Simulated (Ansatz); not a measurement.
**Lattice dynamics of SnTeSe monolayer, Janus**

Aim: the vibrations of SnTeSe monolayer, Janus, their spectra, and whether the structure is stable.

Calculated with Ansatz 0.2.0; DFT PBEsol, scalar-relativistic, plane waves, PAW.

**1. Starting point**

The cell holds 3 atoms: 1 Sn, 1 Se and 1 Te. Its edges and angles: a = 3.800 Å, b = 3.800 Å, c = 20.000 Å, α = 90.0°, β = 90.0°, γ = 120.0°. Vacuum lies along c.

**2. Rough relaxation**

The start is far from rest, so a relaxation with loose tolerances brings it close first.

The program solves this slab on a cell height of its own, 30.0 Å, in place of the one typed.

input.yaml

```yaml
crystal:
  lattice:
    - [3.8, 0.0, 0.0]
    - [-1.9, 3.2909, 0.0]
    - [0.0, 0.0, 20.0]
  atoms:
    - { symbol: Sn, position: [0.0, 0.0, 0.5] }
    - { symbol: Se, position: [0.333333, 0.666667, 0.575] }
    - { symbol: Te, position: [0.666667, 0.333333, 0.42] }
  periodic: [true, true, false]
kpoints:
  mp_grid: { grid: [6, 6, 1] }
hamiltonian:
  xc: pbesol
scf:
  occupations: { method: gaussian, width: 0.1 }
output:
  forces: true
  stress: true
  eigenvalues: true
relax:
  adjacent_minimum: "off"
  f_tol: 0.05
  max_steps: 80
  cell: { stress_2d_tol: 0.02 }
```

The run is started by

```console
$ ansatz run input.yaml --threads 8 --pin off --max-ram 14336MiB --backend cpu --events-out ev --progress --plain --runs-dir out
```

Numbers of over 12 decimals in the logs are rounded to 6 here.

Log:

```text
[...]
F+E_penalty+E_count = -18275.94652754 eV   max|allowed force component| = 1.011e-2 eV/Å   (the final SCF, on the basis selected at the relaxed cell)
  cell:  # Å, volume = 396.3492 Å³
    - [3.905827, 0, 0]
    - [-1.952914, 3.382546, 0]
    - [0, 0, 30.0]
  atoms:
    - { symbol: Sn, position: [2.359509563740946e-18, 0, 0.335665] }
    - { symbol: Se, position: [0.333333, 0.666667, 0.387270] }
    - { symbol: Te, position: [0.666667, 0.333333, 0.273732] }
[key lines of the parts left out:]
SCF converged after 8 iterations
Free energy (F): -18275.946528 eV
Fermi energy:    -5.129517 eV
P = ½ c Tr σ = 0.0121 N/m
```

Wall time 4.6 s (8 threads of AMD EPYC 9R45 (Zen 5), shared host); peak memory 0.91 GiB.

The steps of the relaxation:

| step | energy less that of the first step (eV) | largest force component (eV/Å) | volume (Å³) |
| --- | --- | --- | --- |
| 1 | 0.0000 | 2.6404 | 375.16 |
| 2 | -0.4474 | 0.3210 | 381.36 |
| 3 | -0.4517 | 0.4325 | 384.28 |
| 4 | -0.4758 | 0.0836 | 396.18 |
| 5 | -0.4763 | 0.0106 | 396.35 |
| 6* | -0.4774 | 0.0101 | 396.35 |

Relaxation steps marked * repeat the geometry before them on a plane-wave basis chosen anew for their cell, so energy and pressure can jump there.

The run keeps the 6 symmetry operations that it works with, so distortions that break them were not tested.

| cell as run | before | after | change |
| --- | --- | --- | --- |
| a (Å) | 3.800 | 3.906 | +2.8 % |
| b (Å) | 3.800 | 3.906 | +2.8 % |

The atoms that moved most (Å, along periodic axes as changes of fractional coordinates times the final cell, across vacuum about the mean position):

| atom | dx | dy | dz | length |
| --- | --- | --- | --- | --- |
| Te3 | 0.000 | 0.000 | -0.188 | 0.188 |
| Se2 | 0.000 | 0.000 | 0.118 | 0.118 |
| Sn1 | 0.000 | 0.000 | 0.070 | 0.070 |

The relaxed structure:

```xyz
3
Lattice="3.9058 0.0000 0.0000 -1.9529 3.3825 0.0000 0.0000 0.0000 30.0000" Properties=species:S:1:pos:R:3
Sn    0.0000    0.0000   10.0699
Se    0.0000    2.2550   11.6181
Te    1.9529    1.1275    8.2120
```

Numbers from this step:

```
gap on the k-mesh : 0 eV
area per atom     : 4.404 Å²
```

The relaxation ends with a largest force component of 0.010 eV/Å.

**3. Relaxation**

Harmonic phonons are second derivatives at a point where the forces vanish, and they are wanted at zero stress, so atoms and cell are relaxed first.

input.yaml, the sections that differ from step 2:

```yaml
crystal:
  lattice:
    - [3.9058274181, 0.0, 0.0]
    - [-1.952913709, 3.3825457668, 0.0]
    - [0.0, 0.0, 30.0]
  atoms:
    - { symbol: Sn, position: [0.0, 0.0, 0.3356646685] }
    - { symbol: Se, position: [0.3333333333, 0.6666666667, 0.3872697366] }
    - { symbol: Te, position: [0.6666666667, 0.3333333333, 0.2737322615] }
  periodic: [true, true, false]
kpoints:
  mp_grid: { grid: [12, 12, 1] }
relax:
  adjacent_minimum: "off"
  f_tol: 0.005
  max_steps: 80
  cell: { stress_2d_tol: 0.02 }
# hamiltonian, scf, output: as in step 2
```

Log:

```text
[...]
Crystal: 3 atoms, lattice volume = 396.349 Å³
Basis set: ecut = 420 eV, 7829 PW (Γ), exchange–correlation on 54×54×432 points (8 copies of the dense FFT grid, shifted against one another)
Bands: 28, of which v1, the nominal top of the filled ones, is band 23 counted from 1 (22 counted from 0)
Symmetry: 6 space group operations
[...]
k-points: 19 of 144 (time reversal used)
[...]
--- Relaxed structure (4 steps of the walk, 4 accepted, 1 SCFs on fresh bases) ---
[...]
cell:  # Å, volume = 397.2749 Å³
    - [3.910386, -2.8901263910784724e-11, 0]
    - [-1.955193, 3.386493, 0]
    - [0, 0, 30.0]
  atoms:
    - { symbol: Sn, position: [0, -1.149532488870185e-19, 0.335462] }
    - { symbol: Se, position: [0.333333, 0.666667, 0.387200] }
    - { symbol: Te, position: [0.666667, 0.333333, 0.274004] }
[key lines of the parts left out:]
SCF converged after 7 iterations
Free energy (F): -18275.949575 eV
Fermi energy:    -5.138152 eV
P = ½ c Tr σ = 0.0006 N/m
```

Run time: 6 s. Hardware: 8 threads; peak memory 1.1 GiB.

Step by step:

| step | energy less that of the first step (eV) | largest force component (eV/Å) | volume (Å³) |
| --- | --- | --- | --- |
| 1 | 0.0000 | 0.0944 | 396.35 |
| 2 | -0.0003 | 0.0614 | 397.12 |
| 3 | -0.0005 | 0.0058 | 397.27 |
| 4 | -0.0005 | 0.0041 | 397.27 |
| 5* | -0.0006 | 0.0041 | 397.27 |

Relaxation steps marked * repeat the geometry before them on a plane-wave basis chosen anew for their cell, so energy and pressure can jump there.

Forces are held to the 6 operations that the run works with; a distortion that breaks them can't arise in this run.

| cell as run | before | after | change |
| --- | --- | --- | --- |
| a (Å) | 3.906 | 3.910 | +0.1 % |
| b (Å) | 3.906 | 3.910 | +0.1 % |

Final coordinates:

```
Sn Se Te
1.0
     3.91039    0.00000    0.00000
    -1.95519    3.38649    0.00000
     0.00000    0.00000   30.00000
Sn Se Te
1 1 1
Cartesian
  0.0000 0.0000 10.0639
  0.0000 2.2577 11.6160
  1.9552 1.1288 8.2201
```

Numbers from this step:

- area per atom: 4.414 Å²

**4. Relaxing to small forces for the phonons**

Phonons need a cell at rest on their own settings, so the relaxation is repeated with tight tolerances on forces and stress on the k mesh and occupations of the first response run.

input.yaml

```yaml
crystal:
  lattice:
    - [3.910385676, 0.0, 0.0]
    - [-1.955192838, 3.3864933341, 0.0]
    - [0.0, 0.0, 30.0]
  atoms:
    - { symbol: Sn, position: [0.0, 0.0, 0.3354624625] }
    - { symbol: Se, position: [0.3333333333, 0.6666666667, 0.3872000971] }
    - { symbol: Te, position: [0.6666666667, 0.3333333333, 0.274004107] }
  periodic: [true, true, false]
kpoints:
  mp_grid: { grid: [12, 12, 1] }
hamiltonian:
  xc: pbesol
scf:
  occupations: { method: methfessel_paxton, width: 0.15 }
output:
  forces: true
  stress: true
  eigenvalues: true
  write_density: true
  write_potential: true
  elf: true
  volumetric_format: npy
relax:
  adjacent_minimum: "off"
  f_tol: 0.001
  max_steps: 60
  cell: { stress_2d_tol: 0.002 }
```

Log:

```text
[...]
Crystal: 3 atoms, lattice volume = 397.275 Å³
Basis set: ecut = 420 eV, 7829 PW (Γ), exchange–correlation on 54×54×432 points (8 copies of the dense FFT grid, shifted against one another)
Bands: 28, of which v1, the nominal top of the filled ones, is band 23 counted from 1 (22 counted from 0)
Symmetry: 6 space group operations
[...]
k-points: 19 of 144 (time reversal used)
[...]
° read free of the cell's end (the report's vacuum.weakly_bound_levels)
--- Relaxed structure (5 steps of the walk, 4 accepted, 1 SCFs on fresh bases) ---
[...]
cell:  # Å, volume = 397.4692 Å³
    - [3.911342, 0.0, 0]
    - [-1.955671, 3.387321, 0]
    - [0, 0, 30.0]
  atoms:
    - { symbol: Sn, position: [0, 0, 0.335443] }
    - { symbol: Se, position: [0.333333, 0.666667, 0.387162] }
    - { symbol: Te, position: [0.666667, 0.333333, 0.274062] }
[key lines of the parts left out:]
SCF converged after 8 iterations
Free energy (F): -18275.946682 eV
Fermi energy:    -5.138985 eV
P = ½ c Tr σ = -0.0003 N/m
```

The job ended after 8.9 s (8 threads; peak memory 1.1 GiB).

Little changed from the start: no atom moved by 0.005 Å and no cell edge by 0.1 %.

Numbers from this step:

```yaml
area_per_atom: 4.416 Å²
```

Valence density in the ac plane at fractional y = 0.333, with atoms of Te within 0.2 Å of it. It is the smooth field of the valence electrons, not physical close to the nuclei.

Ten steps, logarithmic in the rise over the least value, from '0' (0 e/Å³) to '9' (10 e/Å³), each cell a mean:
```
00000000000000
00000000000000
00000000000000
00000000000000
00000000000000
00000000000000
00000000000000
00000000000000
00000000000000
00000000000000
00000000000000
00000000000000
00000000000000
00000000000000
22332110000011
23332211000111
22222234555432
21112347999853
00000112222211
00000000000000
00000000000000
00000000000000
00000000000000
00000000000000
```
Columns run along a (3.9 Å), rows up along c (30.0 Å). Atoms in or near the plane, at fractional coordinates: Te at (0.67, 0.27).

Electrostatic potential energy in the ac plane at fractional y = 0.333, with atoms of Te within 0.2 Å of it. With pseudopotentials it is smooth inside the atoms' cores, unlike the true potential.

Ten even steps from '0' (-10 eV) to '9' (0 eV), each cell a mean:
```
99999999999999
99999999999999
99999999999999
99999999999999
99999999999999
99999999999999
99999999999999
99999999999999
99999999999999
99999999999999
99999999999999
99999999999999
99999999999999
99999999999999
64335688999887
31112467788765
43334432232223
57876201777400
89998875555567
99999999999999
99999999999999
99999999999999
99999999999999
99999999999999
```
Columns run along a (3.9 Å; values clipped at the 3rd and 97th percentile), rows up along c (30.0 Å). Atoms in or near the plane, at fractional coordinates: Te at (0.67, 0.27).

ELF in the ac plane at fractional y = 0.333, with atoms of Te within 0.2 Å of it. It is the smooth field of the valence electrons, not physical close to the nuclei.

Values, 24 rows by 14 columns, each cell a mean:
```
0.00 0.00 0.00 0.00 0.00 0.00 0.00 0.00 0.00 0.00 0.00 0.00 0.00 0.00
0.00 0.00 0.00 0.00 0.00 0.00 0.00 0.00 0.00 0.00 0.00 0.00 0.00 0.00
0.00 0.00 0.00 0.00 0.00 0.00 0.00 0.00 0.00 0.00 0.00 0.00 0.00 0.00
0.00 0.00 0.00 0.00 0.00 0.00 0.00 0.00 0.00 0.00 0.00 0.00 0.00 0.00
0.00 0.00 0.00 0.00 0.00 0.00 0.00 0.00 0.00 0.00 0.00 0.00 0.00 0.00
0.00 0.00 0.00 0.00 0.00 0.00 0.00 0.00 0.00 0.00 0.00 0.00 0.00 0.00
0.00 0.00 0.00 0.00 0.00 0.00 0.00 0.00 0.00 0.00 0.00 0.00 0.00 0.00
0.00 0.00 0.00 0.00 0.00 0.00 0.00 0.00 0.00 0.00 0.00 0.00 0.00 0.00
0.00 0.00 0.00 0.00 0.00 0.00 0.00 0.00 0.00 0.00 0.00 0.00 0.00 0.00
0.00 0.00 0.00 0.00 0.00 0.00 0.00 0.00 0.00 0.00 0.00 0.00 0.00 0.00
0.00 0.00 0.00 0.00 0.00 0.00 0.00 0.00 0.00 0.00 0.00 0.00 0.00 0.00
0.00 0.00 0.00 0.00 0.00 0.00 0.00 0.00 0.00 0.00 0.00 0.00 0.00 0.00
0.02 0.03 0.03 0.03 0.02 0.01 0.01 0.00 0.00 0.00 0.00 0.00 0.00 0.01
0.30 0.39 0.43 0.41 0.34 0.21 0.11 0.03 0.01 0.01 0.01 0.02 0.07 0.16
0.61 0.69 0.73 0.71 0.64 0.49 0.30 0.11 0.04 0.02 0.03 0.07 0.21 0.41
0.37 0.41 0.43 0.42 0.39 0.31 0.21 0.11 0.08 0.07 0.07 0.10 0.17 0.26
0.41 0.30 0.25 0.27 0.37 0.48 0.51 0.48 0.43 0.40 0.42 0.47 0.51 0.50
0.56 0.31 0.13 0.21 0.48 0.62 0.55 0.37 0.18 0.13 0.15 0.29 0.50 0.60
0.32 0.12 0.04 0.07 0.24 0.49 0.63 0.69 0.70 0.70 0.70 0.69 0.66 0.56
0.02 0.01 0.00 0.00 0.02 0.05 0.10 0.15 0.19 0.20 0.20 0.17 0.12 0.07
0.00 0.00 0.00 0.00 0.00 0.00 0.00 0.00 0.00 0.00 0.00 0.00 0.00 0.00
0.00 0.00 0.00 0.00 0.00 0.00 0.00 0.00 0.00 0.00 0.00 0.00 0.00 0.00
0.00 0.00 0.00 0.00 0.00 0.00 0.00 0.00 0.00 0.00 0.00 0.00 0.00 0.00
0.00 0.00 0.00 0.00 0.00 0.00 0.00 0.00 0.00 0.00 0.00 0.00 0.00 0.00
```
Columns run along a (3.9 Å), rows up along c (30.0 Å). Atoms in or near the plane, at fractional coordinates: Te at (0.67, 0.27).

The largest force component left is 0.22 meV/Å, within the tolerances set.

**5. Zone-centre response**

The zone centre comes first: it holds the modes that light can see, as far as symmetry allows. No field response is asked, since the mesh shows no gap.

input.yaml, the sections that differ from step 4:

```yaml
crystal:
  lattice:
    - [3.9113418796, 0.0, 0.0]
    - [-1.9556709398, 3.3873214307, 0.0]
    - [0.0, 0.0, 30.0]
  atoms:
    - { symbol: Sn, position: [0.0, 0.0, 0.3354427752] }
    - { symbol: Se, position: [0.3333333333, 0.6666666667, 0.3871623258] }
    - { symbol: Te, position: [0.6666666667, 0.3333333333, 0.2740615655] }
  periodic: [true, true, false]
output:
  eigenvalues: true
phonons:
  method: dfpt
# kpoints, hamiltonian, scf: as in step 4
# relax: removed
```

Log:

```text
[...]
Crystal: 3 atoms, lattice volume = 397.469 Å³
Basis set: ecut = 420 eV, 7853 PW (Γ), exchange–correlation on 54×54×432 points (8 copies of the dense FFT grid, shifted against one another)
Bands: 28, of which v1, the nominal top of the filled ones, is band 23 counted from 1 (22 counted from 0)
Symmetry: 6 space group operations
k-points: 43 of 144 (irreducible under 2 space group operations, time reversal used)
[...]
SCF iter   1: F=—  HF=-18275.958365 eV  |F-HF|=—  |Δ(HF+E_count)|=         —  Δρ=1.99e-3  dr2=1.30e-1  ethr=1.77e-3  ⟨swp⟩=14.6  Hψ=8542  notcnv=0
[...]
SCF iter  11: F=-18275.946682 eV  HF=-18275.946682 eV  |F-HF|=9.09e-11  |Δ(HF+E_count)|=  5.64e-10  S|Δr|=    0.00e0  Δρ=1.82e-8  dr2=1.10e-12  ethr=1.00e-12  ⟨swp⟩=16.2  Hψ=7664  notcnv=0
SCF 1 converged in 11 iterations: F = -18275.946682 eV  dr2 = 1.10e-12
[...]
DFPT response loops at Γ: preconditioner auto → none (partly filled bands, converged f_vac=0.758); β = 0.50; Broyden in place of MSR1
SCF converged after 11 iterations
[...]
Free energy (F): -18275.946682 eV
[...]
Internal energy: -18275.947939 eV  (E = F + TS)
E sigma→0 (E₀):  -18275.946996 eV
Entropy (-TS):   0.001257 eV (0.419 meV/atom)
Fermi energy:    -5.138985 eV
[...]
--- Band table (eV; the first three rows and the last of 43) ---
  k-point 0: bands = [... 19 lower, -6.3647, -6.3647, -5.0061, -5.0061, -4.4029, -2.3608, -1.5205, -1.5205, ... 1 higher]
  k-point 1: bands = [... 19 lower, -6.9031, -6.5074, -5.5993, -5.0601, -3.9837, -2.0610 (-2.0609°), -1.5347 (-1.5347°), -1.3574, ... 1 higher]
  k-point 2: bands = [... 19 lower, -6.9563, -6.8455, -6.5270, -5.2116, -3.7381, -2.1442, -0.9897 (-0.9897°), -0.8508, ... 1 higher]
  k-point 42: bands = [... 19 lower, -8.9855, -8.1446, -7.0182, -6.2212, -4.1968, -1.5798, -0.6721, -0.0798, ... 1 higher]
  ° read free of the cell's end (the report's vacuum.weakly_bound_levels)
--- Phonons (Γ-DFPT): 6 representative perturbations + reference, on 43 of 144 k-points (Σ response iterations 23) ---
  k mesh reduced under 2 symmetry operations, with k and −k counted as one. Each operation leaves every solved perturbation unchanged. A smaller set is not used because it would not reduce the number of displacements times k-points to solve
  ASR residual: 4.741e-5 → 0.000e0 eV/Å²; symmetrization residual: 3.630e-5 eV/Å²
  ASR residual per site (eV/Å²): 4.74e-5 3.89e-5 3.08e-5
  Γ frequencies (cm⁻¹): 0.00 0.00 0.00 82.68 82.68 126.61 126.61 140.71 218.77
  non-analytic LO–TO correction: not included (Born effective charges unavailable; polar crystals: no LO–TO splitting at Γ)
```

Run time: 18 s. Hardware: 8 threads; peak memory 2.3 GiB.

Reading the cycles: dr2 is the Hartree energy of the density residual (eV), the measure of convergence; HF is the Harris–Foulkes estimate of the energy, which meets the free energy F at convergence.

Numbers from this step:

```
sum-rule residual before enforcement                    : 4.74e-5 eV/Å²
point group                                             : 3m
highest optical mode at the zone centre (no LO-TO term) : 218.8 cm⁻¹
lowest optical zone-centre mode                         : 82.68 cm⁻¹
```

Patterns of degenerate modes are one choice out of their space. Modes at Γ, with each element's share of the kinetic energy:

| mode | frequency (cm⁻¹) | symmetry | Sn % | Se % | Te % |
| --- | --- | --- | --- | --- | --- |
| 1 | 0.0 | acoustic | 36 | 24 | 39 |
| 2 | 0.0 | acoustic | 36 | 24 | 39 |
| 3 | 0.0 | acoustic | 37 | 24 | 39 |
| 4 | 82.7 | E | 12 | 30 | 58 |
| 5 | 82.7 | E | 12 | 30 | 58 |
| 6 | 126.6 | E | 52 | 46 | 3 |
| 7 | 126.6 | E | 52 | 46 | 3 |
| 8 | 140.7 | A1 | 12 | 30 | 58 |
| 9 | 218.8 | A1 | 52 | 45 | 3 |

Displacements in mode 5 (82.7 cm⁻¹), the largest set to 1:
```
Sn1 -0.47  0.00  0.00
Se2 -0.91  0.00  0.00
Te3  1.00  0.00  0.00
```

Displacements in mode 9 (218.8 cm⁻¹), the largest set to 1:
```
Sn1  0.00  0.00  0.87
Se2  0.00  0.00 -1.00
Te3  0.00  0.00 -0.19
```

Before it was imposed, the acoustic sum rule was missed by 4.7e-5 eV/Å². Small misses are needed for a sound result but don't prove that mesh and cutoff are converged. The lowest optical mode is real, 82.7 cm⁻¹.

(Continued in part 2 of 2.)

[Logs are printed without paths, hosts, clocks, repeated set-up lines and the standing remarks that a program may print on its own settings, such as how far it seeks lower states.]

[Hosts, paths, dates, database ids (printed as entryN), source tags and the programs' standing remarks are cut or masked in the printed files.]
